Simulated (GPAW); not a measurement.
# Na/Ir(110): work function by functional and basis, part 2 of 2

Wanted: work functions and dipole of Na/Ir(110), with the cost of each level.

GPAW 26.7.0; GPAW, PAW setups; slab in vacuum, relaxation (the session's first sound run).

So far, upper work function (eV): step 2 (relaxation, PBE, GPAW) 2.47; step 4 (self-consistent run: xc = "vdW-DF2", GPAW, PAW setups, GPAW) 2.75; step 5 (self-consistent run: xc = "RPBE") 2.39; step 6 (OptPBE vdW: xc = "optPBE-vdW", GPAW, PAW setups, GPAW) 2.63; step 7 (self-consistent run: xc = "LDA") 2.59.

**8. Self-consistent run: xc = "revPBE"**

The same geometry under revPBE, to see how far the functional moves the levels against the vacuum.

Input file run.py:

```python
import json
import numpy as np
from ase import Atoms
from gpaw import GPAW, PW

slab = Atoms(
    ['Ir', 'Ir', 'Ir', 'Ir', 'Ir', 'Na'],
    positions=[
        [0.00000, 0.00000, 8.00000],
        [1.92000, 1.35765, 9.35765],
        [0.00000, 0.00000, 10.71529],
        [1.92000, 1.35765, 12.17238],
        [0.00000, 0.00000, 13.38333],
        [1.92000, 1.35765, 15.31251]],
    cell=[[3.84, 0.0, 0.0], [0.0, 2.71529, 0.0], [0.0, 0.0, 23.63543]],
    pbc=[True, True, False])

slab.calc = GPAW(mode=PW(400), xc='revPBE', kpts={'size': (8, 12, 1), 'gamma': True},
                 occupations={'name': 'fermi-dirac', 'width': 0.1}, nbands='160%',
                 convergence={'density': 1e-05}, maxiter=200,
                 poissonsolver={'dipolelayer': 'xy'},
                 symmetry={'tolerance': 1e-3}, txt='slab.txt')
result = {}
energy = slab.get_potential_energy()
fermi = slab.calc.get_fermi_level()
v = slab.calc.get_electrostatic_potential().mean((0, 1)) - fermi
n = slab.calc.get_pseudo_density().mean((0, 1))
L = slab.cell[2, 2]
z = np.arange(len(v)) * L / len(v)
low, high = slab.positions[:, 2].min(), slab.positions[:, 2].max()
below, above = np.interp([low - 5.8, high + 5.8], z, v)
slopes = [np.interp(x, z, np.gradient(v, z)) for x in (low - 5.8, high + 5.8)]
eps = np.array([[slab.calc.get_eigenvalues(k, s) for k in range(len(slab.calc.get_ibz_k_points()))]
                for s in range(slab.calc.get_number_of_spins())]) - fermi
top, bottom = eps[eps < 0].max(), eps[eps > 0].min()
dipole = slab.get_dipole_moment()[2]
print(f'energy {energy:.4f} eV, Fermi level {fermi:.4f} eV, dipole {dipole:.5f} e A')
print(f'potential 5.8 A off the faces, from the Fermi level: lower {below:.4f} eV, upper {above:.4f} eV')
print(f'slope of the potential there: lower {slopes[0]:.5f}, upper {slopes[1]:.5f} eV/A')
print(f'nearest levels on the mesh: {top:.4f} and {bottom:.4f} eV')
print('magnetic moment', round(slab.get_magnetic_moment(), 3))
result.update(energy=energy, fermi=fermi, dipole=dipole, below=below, above=above, slopes=slopes, edges=[top, bottom],
              z=z.tolist(), v=v.tolist(), n=n.tolist(), positions=slab.positions.tolist(),
              forces=slab.get_forces(apply_constraint=False).tolist(), moments=slab.get_magnetic_moments().tolist())
json.dump(result, open('result.json', 'w'))
```

Command:

```bash
> OMP_NUM_THREADS=1 OPENBLAS_NUM_THREADS=1 python run.py
```

The job ended after 6 min (1 thread of Arm Neoverse V2, shared host; peak memory 0.38 GiB).

Numbers from this step:

```
dipole along the normal                    : 0.1484 e·Å
levels nearest the Fermi level on the mesh : -0.001051, 0.002626 eV from the Fermi level
upper work function                        : 2.382 eV
lower work function                        : 4.957 eV
```

The upper face's work function is 2.382 eV, against 2.465 eV in the first plane-wave PBE run at this geometry.

**9. Real-space grid: mode = "fd"**

A real-space grid is a second complete basis, so it checks the plane-wave result.

Edit run.py of step 8 so:

```diff
@@ -3,3 +3,3 @@
 from ase import Atoms
-from gpaw import GPAW, PW
+from gpaw import GPAW
 
@@ -17,3 +17,3 @@
 
-slab.calc = GPAW(mode=PW(400), xc='revPBE', kpts={'size': (8, 12, 1), 'gamma': True},
+slab.calc = GPAW(mode='fd', h=0.18, xc='PBE', kpts={'size': (8, 12, 1), 'gamma': True},
                  occupations={'name': 'fermi-dirac', 'width': 0.1}, nbands='160%',
```

Wall time 32 min (1 thread); peak memory 2.2 GiB.

Numbers from this step:

| Property | Result |
| --- | --- |
| dipole along the normal | 0.1516 e·Å |
| levels nearest the Fermi level on the mesh | -0.001301, 0.001932 eV from the Fermi level |
| upper work function | 2.463 eV |
| lower work function | 5.094 eV |

The upper face's work function is 2.463 eV, against 2.465 eV in the first plane-wave PBE run at this geometry.

**10. Atomic orbitals: mode = "lcao"**

Atom-centred orbitals end a few angstrom from the surface, which tests how much the density's tail matters.

Edit run.py of step 9 so:

```diff
@@ -17,4 +17,4 @@
 
-slab.calc = GPAW(mode='fd', h=0.18, xc='PBE', kpts={'size': (8, 12, 1), 'gamma': True},
-                 occupations={'name': 'fermi-dirac', 'width': 0.1}, nbands='160%',
+slab.calc = GPAW(mode='lcao', basis='dzp', h=0.18, xc='PBE', kpts={'size': (8, 12, 1), 'gamma': True},
+                 occupations={'name': 'fermi-dirac', 'width': 0.1}, nbands='120%',
                  convergence={'density': 1e-05}, maxiter=200,
```

Run time: 30 min. Hardware: 1 thread; peak memory 0.54 GiB.

This step gave:

```yaml
dipole_along_the_normal: 0.1510 e·Å
levels_nearest_the_fermi_level_on_the_mesh: -0.001250, 0.001440 eV from the Fermi level
upper_work_function: 2.498 eV
lower_work_function: 5.118 eV
```

The upper face's work function is 2.498 eV, against 2.465 eV in the first plane-wave PBE run at this geometry.

**11. Cost and result by level**

Times are for 1 thread of Arm Neoverse V2, shared host. The series side by side:

| no. | run | upper work function (eV) | lower work function (eV) | time | memory (GiB) |
| --- | --- | --- | --- | --- | --- |
| 1 | pw | 2.465 | 5.094 | 5.9 min | 0.38 |
| 2 | vdW DF2 | 2.748 | 5.431 | 6.3 min | 0.53 |
| 3 | RPBE | 2.387 | 4.939 | 5.9 min | 0.38 |
| 4 | optPBE vdW | 2.628 | 5.284 | 6.8 min | 0.53 |
| 5 | LDA | 2.590 | 5.449 | 5.5 min | 0.38 |
| 6 | revPBE | 2.382 | 4.957 | 6 min | 0.38 |
| 7 | fd | 2.463 | 5.094 | 32 min | 2.2 |
| 8 | lcao | 2.498 | 5.118 | 30 min | 0.54 |

**12. Side by side**

Results and costs are gathered.

This step: comparison of work functions, dipole and cost (GPAW 26.7.0).

Ladder, by row:

| step | code | work function, upper (eV) | work function, lower (eV) | dipole (e Å) | wall time (s) | peak memory (GiB) | threads |
| --- | --- | --- | --- | --- | --- | --- | --- |
| pw | GPAW | 2.465 | 5.094 | 0.1516 | 354.6 | 0.38 | 1 |
| vdW-DF2 | GPAW | 2.748 | 5.431 | 0.1546 | 378.6 | 0.53 | 1 |
| RPBE | GPAW | 2.387 | 4.939 | 0.1471 | 355.3 | 0.38 | 1 |
| optPBE-vdW | GPAW | 2.628 | 5.284 | 0.153 | 408.3 | 0.53 | 1 |
| LDA | GPAW | 2.59 | 5.449 | 0.1647 | 332.9 | 0.38 | 1 |
| revPBE | GPAW | 2.382 | 4.957 | 0.1484 | 360.9 | 0.38 | 1 |
| fd | GPAW | 2.463 | 5.094 | 0.1516 | 1940 | 2.2 | 1 |
| lcao | GPAW | 2.498 | 5.118 | 0.151 | 1795 | 0.54 | 1 |

**13. Results**

| Item | Value |
| --- | --- |
| work function, upper and lower face | 2.465 and 5.094 eV |
| dipole along the normal | 0.152 e Å |

**Reading.** With plane waves and PBE the work function is 2.46 eV on the upper face and 5.09 eV on the lower. The two faces differ by 2.6 eV, the step that the slab's dipole makes (e p/(ε0 A) gives 2.6 eV), so the dipole layer is needed. Over the sound runs of the table the upper face's work function spans 2.382 (revPBE) to 2.748 eV (vdW-DF2). The cell of 10.4 Å² holds one Na, started on one chosen site; other sites and coverages weren't tried. The in-plane lattice was kept as typed, which isn't the functional's own and leaves some strain; spin-orbit coupling and temperature are left out.

[Logs are printed without paths, hosts, clocks, repeated set-up lines and the standing remarks that a program may print on its own settings, such as how far it seeks lower states.]

[Hosts, paths, dates, database ids (printed as entryN), source tags and the programs' standing remarks are cut or masked in the printed files.]
